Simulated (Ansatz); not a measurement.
# Resistivity from frozen vibrations: Nb(100) with 4 thermally displaced layers, 2x2, part 2 of 2

Wanted: the phonon-limited resistivity of Nb at 273 K by the Landauer route. The measured value for the pure metal at this temperature is 15.2 µΩ cm (CRC Handbook of Chemistry and Physics, 84th ed., 2003, Electrical Resistivity of Pure Metals).

Ansatz 0.2.0; Ansatz plane-wave DFT, PBE, PAW files; ballistic transport by layer matching (Landauer), zero bias; PAW set soft_1.

So far. Step 2 (With 4 displaced layers): Over the solved energies the transmission per spin lies between 8.29 and 8.83, out of 10.7 channels of the lead on average (up to 11.4).

## (3) With 8 displaced layers

Each atom of 8 layers is moved at random, by amounts drawn from a normal law 0.0762 Å wide in each direction from the Debye model (275 K) at 273 K. A fresh draw is used; the growth of the resistance with length is what counts.

System of this step: Nb(100) with 8 thermally displaced layers, 2x2. The cell holds 72 atoms: 72 Nb. Cell: a = 6.613 Å, b = 6.613 Å, c = 29.757 Å, α = 90.0°, β = 90.0°, γ = 90.0°. It derives from Nb. Regions: lead, 40 atoms (40 Nb); scattering region, 32 atoms (32 Nb). The structure is stacked along c, and the current runs across the ab planes.

The input, input.yaml:

```yaml
crystal:
  lattice:
    - [6.6126, 0.0, 0.0]
    - [0.0, 6.6126, 0.0]
    - [0.0, 0.0, 29.7567]
  atoms:
    - { symbol: Nb, position: [0.0, 0.0, 0.0277777778] }
    - { symbol: Nb, position: [0.0, 0.5, 0.0277777778] }
    - { symbol: Nb, position: [0.5, 0.0, 0.0277777778] }
    - { symbol: Nb, position: [0.5, 0.5, 0.0277777778] }
    - { symbol: Nb, position: [0.25, 0.25, 0.0833333333] }
    - { symbol: Nb, position: [0.25, 0.75, 0.0833333333] }
    - { symbol: Nb, position: [0.75, 0.25, 0.0833333333] }
    - { symbol: Nb, position: [0.75, 0.75, 0.0833333333] }
    - { symbol: Nb, position: [0.0, 0.0, 0.1388888889] }
    - { symbol: Nb, position: [0.0, 0.5, 0.1388888889] }
    - { symbol: Nb, position: [0.5, 0.0, 0.1388888889] }
    - { symbol: Nb, position: [0.5, 0.5, 0.1388888889] }
    - { symbol: Nb, position: [0.25, 0.25, 0.1944444444] }
    - { symbol: Nb, position: [0.25, 0.75, 0.1944444444] }
    - { symbol: Nb, position: [0.75, 0.25, 0.1944444444] }
    - { symbol: Nb, position: [0.75, 0.75, 0.1944444444] }
    - { symbol: Nb, position: [0.0, 0.0, 0.25] }
    - { symbol: Nb, position: [0.0, 0.5, 0.25] }
    - { symbol: Nb, position: [0.5, 0.0, 0.25] }
    - { symbol: Nb, position: [0.5, 0.5, 0.25] }
    - { symbol: Nb, position: [0.2459918206, 0.2563578578, 0.3045816931] }
    - { symbol: Nb, position: [0.2550609793, 0.7612933486, 0.3041615089] }
    - { symbol: Nb, position: [0.7641965406, 0.2686981606, 0.308320127] }
    - { symbol: Nb, position: [0.763436892, 0.7626452212, 0.3113318011] }
    - { symbol: Nb, position: [0.0021428336, 2.40279e-05, 0.3626563032] }
    - { symbol: Nb, position: [0.9895292074, 0.482093064, 0.3588513611] }
    - { symbol: Nb, position: [0.5042953925, 0.0054539419, 0.3571748807] }
    - { symbol: Nb, position: [0.4782851091, 0.4963551226, 0.3606293006] }
    - { symbol: Nb, position: [0.2494327522, 0.2577402937, 0.4198150033] }
    - { symbol: Nb, position: [0.2526620586, 0.7570637844, 0.4138607034] }
    - { symbol: Nb, position: [0.7364380715, 0.2527236467, 0.4183695679] }
    - { symbol: Nb, position: [0.7583730296, 0.7568338602, 0.4186757602] }
    - { symbol: Nb, position: [0.0093366956, 0.9797986476, 0.4703412516] }
    - { symbol: Nb, position: [0.0052476425, 0.5068791698, 0.4683481634] }
    - { symbol: Nb, position: [0.5135244972, 0.9949406047, 0.471626738] }
    - { symbol: Nb, position: [0.5031569188, 0.5086427188, 0.4685505025] }
    - { symbol: Nb, position: [0.2614129322, 0.2508911344, 0.5258029138] }
    - { symbol: Nb, position: [0.246826312, 0.7247989616, 0.5261185457] }
    - { symbol: Nb, position: [0.7520972787, 0.2418251923, 0.5269373919] }
    - { symbol: Nb, position: [0.7483079425, 0.7505577946, 0.5303927016] }
    - { symbol: Nb, position: [0.9997129708, 0.9970027692, 0.5847133702] }
    - { symbol: Nb, position: [0.0239418008, 0.4960483824, 0.5846473257] }
    - { symbol: Nb, position: [0.4818148846, 0.0155125116, 0.5850227079] }
    - { symbol: Nb, position: [0.5153661572, 0.4993190806, 0.580661586] }
    - { symbol: Nb, position: [0.2602160403, 0.258687663, 0.6366674904] }
    - { symbol: Nb, position: [0.2330181888, 0.7551781485, 0.6384497737] }
    - { symbol: Nb, position: [0.7801162677, 0.2429182099, 0.637534685] }
    - { symbol: Nb, position: [0.7487229731, 0.730803168, 0.636611002] }
    - { symbol: Nb, position: [0.0189582398, 0.9984853192, 0.6928857215] }
    - { symbol: Nb, position: [0.9853359924, 0.5066925249, 0.696131037] }
    - { symbol: Nb, position: [0.502956722, 0.9955128079, 0.6952272486] }
    - { symbol: Nb, position: [0.5043994304, 0.4921499225, 0.6960388925] }
    - { symbol: Nb, position: [0.25, 0.25, 0.75] }
    - { symbol: Nb, position: [0.25, 0.75, 0.75] }
    - { symbol: Nb, position: [0.75, 0.25, 0.75] }
    - { symbol: Nb, position: [0.75, 0.75, 0.75] }
    - { symbol: Nb, position: [0.0, 0.0, 0.8055555556] }
    - { symbol: Nb, position: [0.0, 0.5, 0.8055555556] }
    - { symbol: Nb, position: [0.5, 0.0, 0.8055555556] }
    - { symbol: Nb, position: [0.5, 0.5, 0.8055555556] }
    - { symbol: Nb, position: [0.25, 0.25, 0.8611111111] }
    - { symbol: Nb, position: [0.25, 0.75, 0.8611111111] }
    - { symbol: Nb, position: [0.75, 0.25, 0.8611111111] }
    - { symbol: Nb, position: [0.75, 0.75, 0.8611111111] }
    - { symbol: Nb, position: [0.0, 0.0, 0.9166666667] }
    - { symbol: Nb, position: [0.0, 0.5, 0.9166666667] }
    - { symbol: Nb, position: [0.5, 0.0, 0.9166666667] }
    - { symbol: Nb, position: [0.5, 0.5, 0.9166666667] }
    - { symbol: Nb, position: [0.25, 0.25, 0.9722222222] }
    - { symbol: Nb, position: [0.25, 0.75, 0.9722222222] }
    - { symbol: Nb, position: [0.75, 0.25, 0.9722222222] }
    - { symbol: Nb, position: [0.75, 0.75, 0.9722222222] }
kpoints:
  mp_grid: { grid: [4, 4, 1] }
hamiltonian:
  xc: pbe
  pseudopotentials: { kind: paw, azcp: { folder: soft_1 } }
scf:
  occupations: { method: fermi_dirac, width: 0.1 }
output:
  transmission: { leads: [[0, 4]], kmesh: [8, 8], e_range: [-0.05, 0.05], de: 0.05 }
  write_potential: true
  write_density: true
  volumetric_format: npy
```

Run with:

```bash
> ansatz run input.yaml --threads 4 --pin off --max-ram 15360MiB --backend cpu --events-out ev --progress --plain --runs-dir out
```

Numbers of over 12 decimals in the logs are rounded to 6 here.

What it wrote:

```text
[...]
Crystal: 72 atoms, lattice volume = 1301.156 Å³
Basis set: ecut = 420 eV, 25467 PW (Γ)
Bands: 562, of which v1, the nominal top of the filled ones, is band 468 counted from 1 (467 counted from 0)
Symmetry: 1 space group operations
[...]
k-points: 10 of 16 (time reversal used)
[...]
SCF iter   1: F=—  HF=-327798.681575 eV  |F-HF|=—  |Δ(HF+E_count)|=         —  Δρ=7.74e-2  dr2=9.47e1  ethr=3.10e-3  ⟨swp⟩=5.9  Hψ=22186  notcnv=0
[...]
SCF iter   8: F=-327766.467297 eV  HF=-327766.467297 eV  |F-HF|=6.11e-9  |Δ(HF+E_count)|=   7.97e-9  Δρ=1.20e-6  dr2=1.78e-8  ethr=1.07e-11  ⟨swp⟩=8.5  Hψ=13731  notcnv=0
SCF 1 converged in 8 iterations: F = -327766.467297 eV  dr2 = 1.78e-8
[...]
transmission: 192 of 1870 steps passed
transmission: 375 of 1870 steps passed
[...]
transmission: 1870 of 1870 steps passed
SCF converged after 8 iterations
Free energy (F): -327766.467297 eV
[...]
Internal energy: -327763.051938 eV  (E = F + TS)
E sigma→0 (E₀):  -327764.759617 eV
Entropy (-TS):   -3.415359 eV (-47.436 meV/atom)
Fermi energy:    17.752852 eV
[...]
--- Band table (eV; the first three rows and the last of 10) ---
  k-point 0: bands = [... 464 lower, 18.2063, 18.2271, 18.2986, 18.3171, 18.3472, 18.3590, 18.3830, 18.3899, ... 90 higher]
  k-point 1: bands = [... 464 lower, 17.9940, 18.0154, 18.0385, 18.0618, 18.0666, 18.0713, 18.1157, 18.1576, ... 90 higher]
  k-point 2: bands = [... 464 lower, 17.6814, 17.6903, 17.6998, 17.7069, 17.7163, 17.7265, 17.7405, 17.7470, ... 90 higher]
  k-point 9: bands = [... 464 lower, 17.1123, 17.1266, 17.1601, 17.1645, 17.1861, 17.2054, 17.2132, 17.2167, ... 90 higher]
--- Transmission ---
  basis      : 385 plane waves across, 55 finite elements along
  points     : 34, standing for a mesh of 8 x 8
[...]
channels       : 1.060938e1 a spin
[...]
junction   : crystal 0 to crystal 0, 0.70 to 28.80 Å
    transmission   : 6.693319e0 a spin
[...]
```

It took 25 min on 4 threads of Arm Neoverse V2, shared host; peak memory 8.2 GiB.

This step gave:

| Property | Result |
| --- | --- |
| free energy | -327766.4673 eV |
| energy at zero smearing | -327764.7596 eV |
| Fermi energy | 17.75 eV |
| transmission per spin nearest the Fermi level | 6.693 |
| step of the lead's potential | 1.6 meV |

Per spin. Table of transmission, zone mean by energy, zero at the Fermi level:

| energy (eV) | transmission, zone mean |
| --- | --- |
| -0.0500 | 6.99 |
| 0.0000 | 6.69 |
| 0.0500 | 6.56 |

Over the solved energies the transmission per spin lies between 6.56 and 6.99, out of 10.7 channels of the lead on average (up to 11.4).

## (4) With 12 displaced layers

Each atom of 12 layers is moved at random, by amounts drawn from a normal law 0.0762 Å wide in each direction from the Debye model (275 K) at 273 K. A fresh draw is used; the growth of the resistance with length is what counts.

System of this step: Nb(100) with 12 thermally displaced layers, 2x2. The cell holds 88 atoms: 88 Nb. Cell: a = 6.613 Å, b = 6.613 Å, c = 36.369 Å, α = 90.0°, β = 90.0°, γ = 90.0°. It derives from Nb. Regions: lead, 40 atoms (40 Nb); scattering region, 48 atoms (48 Nb). The structure is stacked along c, and the current runs across the ab planes.

The input, input.yaml:

```yaml
crystal:
  lattice:
    - [6.6126, 0.0, 0.0]
    - [0.0, 6.6126, 0.0]
    - [0.0, 0.0, 36.3693]
  atoms:
    - { symbol: Nb, position: [0.0, 0.0, 0.0227272727] }
    - { symbol: Nb, position: [0.0, 0.5, 0.0227272727] }
    - { symbol: Nb, position: [0.5, 0.0, 0.0227272727] }
    - { symbol: Nb, position: [0.5, 0.5, 0.0227272727] }
    - { symbol: Nb, position: [0.25, 0.25, 0.0681818182] }
    - { symbol: Nb, position: [0.25, 0.75, 0.0681818182] }
    - { symbol: Nb, position: [0.75, 0.25, 0.0681818182] }
    - { symbol: Nb, position: [0.75, 0.75, 0.0681818182] }
    - { symbol: Nb, position: [0.0, 0.0, 0.1136363636] }
    - { symbol: Nb, position: [0.0, 0.5, 0.1136363636] }
    - { symbol: Nb, position: [0.5, 0.0, 0.1136363636] }
    - { symbol: Nb, position: [0.5, 0.5, 0.1136363636] }
    - { symbol: Nb, position: [0.25, 0.25, 0.1590909091] }
    - { symbol: Nb, position: [0.25, 0.75, 0.1590909091] }
    - { symbol: Nb, position: [0.75, 0.25, 0.1590909091] }
    - { symbol: Nb, position: [0.75, 0.75, 0.1590909091] }
    - { symbol: Nb, position: [0.0, 0.0, 0.2045454545] }
    - { symbol: Nb, position: [0.0, 0.5, 0.2045454545] }
    - { symbol: Nb, position: [0.5, 0.0, 0.2045454545] }
    - { symbol: Nb, position: [0.5, 0.5, 0.2045454545] }
    - { symbol: Nb, position: [0.2256115661, 0.2351385231, 0.2493629215] }
    - { symbol: Nb, position: [0.2487490888, 0.7365767981, 0.2506890749] }
    - { symbol: Nb, position: [0.7621703239, 0.2552002539, 0.2504706636] }
    - { symbol: Nb, position: [0.7595489503, 0.7546629651, 0.2476053074] }
    - { symbol: Nb, position: [0.997664599, 0.0148880175, 0.2930701211] }
    - { symbol: Nb, position: [0.0007182351, 0.4955137007, 0.2935721138] }
    - { symbol: Nb, position: [0.4883378567, 0.0011646966, 0.2961155892] }
    - { symbol: Nb, position: [0.5035627499, 0.4833282206, 0.2948492798] }
    - { symbol: Nb, position: [0.2539858793, 0.2609159662, 0.3423188186] }
    - { symbol: Nb, position: [0.2595879401, 0.7626491446, 0.3426362158] }
    - { symbol: Nb, position: [0.7406013304, 0.2506691658, 0.3394141926] }
    - { symbol: Nb, position: [0.7225434265, 0.7306206368, 0.3452879321] }
    - { symbol: Nb, position: [0.9871184412, 0.9741502673, 0.38513766] }
    - { symbol: Nb, position: [0.0175277967, 0.4994816721, 0.3872190704] }
    - { symbol: Nb, position: [0.4968834515, 0.9990404332, 0.389018814] }
    - { symbol: Nb, position: [0.5091771752, 0.4990055857, 0.3882326716] }
    - { symbol: Nb, position: [0.2623877782, 0.247473184, 0.4323841275] }
    - { symbol: Nb, position: [0.2529298601, 0.7422950577, 0.4342306829] }
    - { symbol: Nb, position: [0.7480740227, 0.242857994, 0.4283053382] }
    - { symbol: Nb, position: [0.7354108864, 0.7675869617, 0.4294283535] }
    - { symbol: Nb, position: [0.0049524365, 0.9957670875, 0.4783445848] }
    - { symbol: Nb, position: [0.0069440241, 0.4910500319, 0.476660913] }
    - { symbol: Nb, position: [0.5011455001, 0.0013206477, 0.4772129643] }
    - { symbol: Nb, position: [0.4963882693, 0.5072566044, 0.4800336686] }
    - { symbol: Nb, position: [0.2562316075, 0.2414667592, 0.5235572699] }
    - { symbol: Nb, position: [0.250704484, 0.7553222241, 0.5265944771] }
    - { symbol: Nb, position: [0.7475332825, 0.2498673912, 0.5208687025] }
    - { symbol: Nb, position: [0.7466686441, 0.7434381331, 0.5260808783] }
    - { symbol: Nb, position: [0.0035045924, 0.9934062248, 0.5722264178] }
    - { symbol: Nb, position: [0.9846875598, 0.509929685, 0.5703120937] }
    - { symbol: Nb, position: [0.5066171586, 0.9969891157, 0.5679105773] }
    - { symbol: Nb, position: [0.4960402351, 0.5090628334, 0.5632998745] }
    - { symbol: Nb, position: [0.244105769, 0.2517518001, 0.6124181108] }
    - { symbol: Nb, position: [0.2290445701, 0.7472003705, 0.6120533647] }
    - { symbol: Nb, position: [0.7592264691, 0.2661109928, 0.6137818001] }
    - { symbol: Nb, position: [0.727701005, 0.7477380638, 0.6116991852] }
    - { symbol: Nb, position: [0.0078631156, 0.0195012086, 0.6597563072] }
    - { symbol: Nb, position: [0.0234648634, 0.5174616644, 0.6605509911] }
    - { symbol: Nb, position: [0.4900819986, 0.0024083178, 0.6562836688] }
    - { symbol: Nb, position: [0.5132695261, 0.5027524046, 0.6622328695] }
    - { symbol: Nb, position: [0.2548449615, 0.2291980589, 0.7061965987] }
    - { symbol: Nb, position: [0.2623879767, 0.7708588576, 0.7028143823] }
    - { symbol: Nb, position: [0.7410572638, 0.2524431432, 0.7026409794] }
    - { symbol: Nb, position: [0.7357990647, 0.7390173005, 0.7102674845] }
    - { symbol: Nb, position: [0.9942421779, 0.9897271523, 0.7493044809] }
    - { symbol: Nb, position: [0.0012978431, 0.5161099084, 0.7522011999] }
    - { symbol: Nb, position: [0.5102859878, 0.0016967064, 0.7505430794] }
    - { symbol: Nb, position: [0.49381804, 0.4838100685, 0.7544845557] }
    - { symbol: Nb, position: [0.25, 0.25, 0.7954545455] }
    - { symbol: Nb, position: [0.25, 0.75, 0.7954545455] }
    - { symbol: Nb, position: [0.75, 0.25, 0.7954545455] }
    - { symbol: Nb, position: [0.75, 0.75, 0.7954545455] }
    - { symbol: Nb, position: [0.0, 0.0, 0.8409090909] }
    - { symbol: Nb, position: [0.0, 0.5, 0.8409090909] }
    - { symbol: Nb, position: [0.5, 0.0, 0.8409090909] }
    - { symbol: Nb, position: [0.5, 0.5, 0.8409090909] }
    - { symbol: Nb, position: [0.25, 0.25, 0.8863636364] }
    - { symbol: Nb, position: [0.25, 0.75, 0.8863636364] }
    - { symbol: Nb, position: [0.75, 0.25, 0.8863636364] }
    - { symbol: Nb, position: [0.75, 0.75, 0.8863636364] }
    - { symbol: Nb, position: [0.0, 0.0, 0.9318181818] }
    - { symbol: Nb, position: [0.0, 0.5, 0.9318181818] }
    - { symbol: Nb, position: [0.5, 0.0, 0.9318181818] }
    - { symbol: Nb, position: [0.5, 0.5, 0.9318181818] }
    - { symbol: Nb, position: [0.25, 0.25, 0.9772727273] }
    - { symbol: Nb, position: [0.25, 0.75, 0.9772727273] }
    - { symbol: Nb, position: [0.75, 0.25, 0.9772727273] }
    - { symbol: Nb, position: [0.75, 0.75, 0.9772727273] }
kpoints:
  mp_grid: { grid: [4, 4, 1] }
hamiltonian:
  xc: pbe
  pseudopotentials: { kind: paw, azcp: { folder: soft_1 } }
scf:
  occupations: { method: fermi_dirac, width: 0.1 }
output:
  transmission: { leads: [[0, 4]], kmesh: [8, 8], e_range: [-0.05, 0.05], de: 0.05 }
  write_potential: true
  write_density: true
  volumetric_format: npy
```

What it wrote:

```text
[...]
Crystal: 88 atoms, lattice volume = 1590.301 Å³
Basis set: ecut = 420 eV, 31009 PW (Γ)
Bands: 687, of which v1, the nominal top of the filled ones, is band 572 counted from 1 (571 counted from 0)
Symmetry: 1 space group operations
[...]
k-points: 10 of 16 (time reversal used)
[...]
SCF iter   1: F=—  HF=-400642.284015 eV  |F-HF|=—  |Δ(HF+E_count)|=         —  Δρ=7.77e-2  dr2=1.37e2  ethr=3.10e-3  ⟨swp⟩=5.7  Hψ=27117  notcnv=0  defer=11
[...]
SCF iter   8: F=-400602.419465 eV  HF=-400602.419465 eV  |F-HF|=1.57e-8  |Δ(HF+E_count)|=   6.89e-8  Δρ=1.27e-6  dr2=3.27e-8  ethr=8.74e-12  ⟨swp⟩=9.3  Hψ=19233  notcnv=0
SCF 1 converged in 8 iterations: F = -400602.419465 eV  dr2 = 3.27e-8
[...]
transmission: 236 of 2346 steps passed
transmission: 472 of 2346 steps passed
[...]
transmission: 2346 of 2346 steps passed
SCF converged after 8 iterations
Free energy (F): -400602.419465 eV
[...]
Internal energy: -400598.327349 eV  (E = F + TS)
E sigma→0 (E₀):  -400600.373407 eV
Entropy (-TS):   -4.092116 eV (-46.501 meV/atom)
Fermi energy:    17.767665 eV
[...]
--- Band table (eV; the first three rows and the last of 10) ---
  k-point 0: bands = [... 568 lower, 18.1742, 18.1938, 18.2060, 18.2129, 18.2245, 18.2500, 18.2565, 18.2675, ... 111 higher]
  k-point 1: bands = [... 568 lower, 17.9748, 18.0107, 18.0448, 18.0520, 18.0718, 18.0919, 18.1047, 18.1146, ... 111 higher]
  k-point 2: bands = [... 568 lower, 17.7164, 17.7235, 17.7375, 17.7448, 17.7628, 17.7682, 17.7817, 17.7865, ... 111 higher]
  k-point 9: bands = [... 568 lower, 17.1154, 17.1284, 17.1414, 17.1582, 17.1680, 17.1764, 17.2039, 17.2073, ... 111 higher]
--- Transmission ---
  basis      : 385 plane waves across, 69 finite elements along
  points     : 34, standing for a mesh of 8 x 8
[...]
channels       : 1.073438e1 a spin
[...]
junction   : crystal 0 to crystal 0, 0.70 to 35.41 Å
    transmission   : 5.463559e0 a spin
[...]
```

Wall time 30 min (4 threads); peak memory 8.6 GiB.

This step gave:

| Property | Result |
| --- | --- |
| free energy | -400602.4195 eV |
| energy at zero smearing | -400600.3734 eV |
| Fermi energy | 17.77 eV |
| transmission per spin nearest the Fermi level | 5.464 |
| open channels per spin nearest the Fermi level | 10.73 |
| step of the lead's potential | 2 meV |

Per spin. Table of transmission, zone mean by energy, zero at the Fermi level:

| energy (eV) | transmission, zone mean |
| --- | --- |
| -0.0500 | 5.60 |
| 0.0000 | 5.46 |
| 0.0500 | 5.43 |

Over the solved energies the transmission per spin lies between 5.43 and 5.60, out of 10.8 channels of the lead on average (up to 11.4).

## (5) Resistance against length

This step: Ansatz plane-wave DFT, PBE, PAW files; ballistic transport by layer matching (Landauer), zero bias; resistivity from the slope of the area resistance; PAW set soft_1 (Ansatz 0.2.0).

Numbers from this step:

```yaml
resistivity: 27.55 µΩ cm
intercept: -0.04720 fΩ m²
scatter_about_the_fit: 0.004768 fΩ m²
```

Resistance, by row:

```csv
run,length (Å),T,channels N,RA (fΩ m²)
n4,6.613,8.498,10.73,0.1384
n8,13.23,6.749,10.73,0.3104
n12,19.84,5.498,10.78,0.5027
```

Table of area resistance by length of the displaced region:

```csv
length of the displaced region (Å),area resistance (fΩ m²)
6.61,0.138
13.23,0.310
19.84,0.503
```

The area resistance goes from 0.14 to 0.50 fΩ m² between 6.6 and 19.8 Å, a slope of 28 µΩ cm.

By hand from the end points: (0.5027 − 0.1384) fΩ m² / (19.84 − 6.61) Å = 28 µΩ cm, since 1 fΩ m² per Å is 1000 µΩ cm.

## (6) Outcome

| Property | Result |
| --- | --- |
| resistivity from the slope | 27.6 µΩ cm |
| area resistance over 6.61 Å | 0.138 fΩ m² |
| area resistance over 13.2 Å | 0.310 fΩ m² |
| area resistance over 19.8 Å | 0.503 fΩ m² |

What this shows: The slope gives 28 µΩ cm. The points scatter by 0.0048 fΩ m² about the line, with one random draw a length in a 2x2 cell, so the slope is a rough value. The mean square of the displacements drawn is 0.78, 0.91 and 1.0 of the nominal one at the three lengths; with each resistance scaled back by that, the slope is 24 µΩ cm, the value used below. Read with a model of isotropic scattering on a spherical Fermi surface and the lead's 1.9×10¹⁵ S/m², this slope means a mean free path near 17 Å; over these lengths the model's slope is 1.03 times its bulk resistivity, which would be 23 µΩ cm. Uncorrelated displacements put too much weight on short waves, which scatter strongly; with the sideways repeat of a small cell, one draw and three short lengths, the method is good to a factor of two or three. The measured value is 15.2 µΩ cm (CRC Handbook of Chemistry and Physics, 84th ed., 2003, Electrical Resistivity of Pure Metals); the scaled slope is 1.6 times that and the corrected value 1.5: clearly high.

[Logs are printed without paths, hosts, clocks, repeated set-up lines and the standing remarks that a program may print on its own settings, such as how far it seeks lower states.]

[Hosts, paths, dates, database ids (printed as entryN), source tags and the programs' standing remarks are cut or masked in the printed files.]
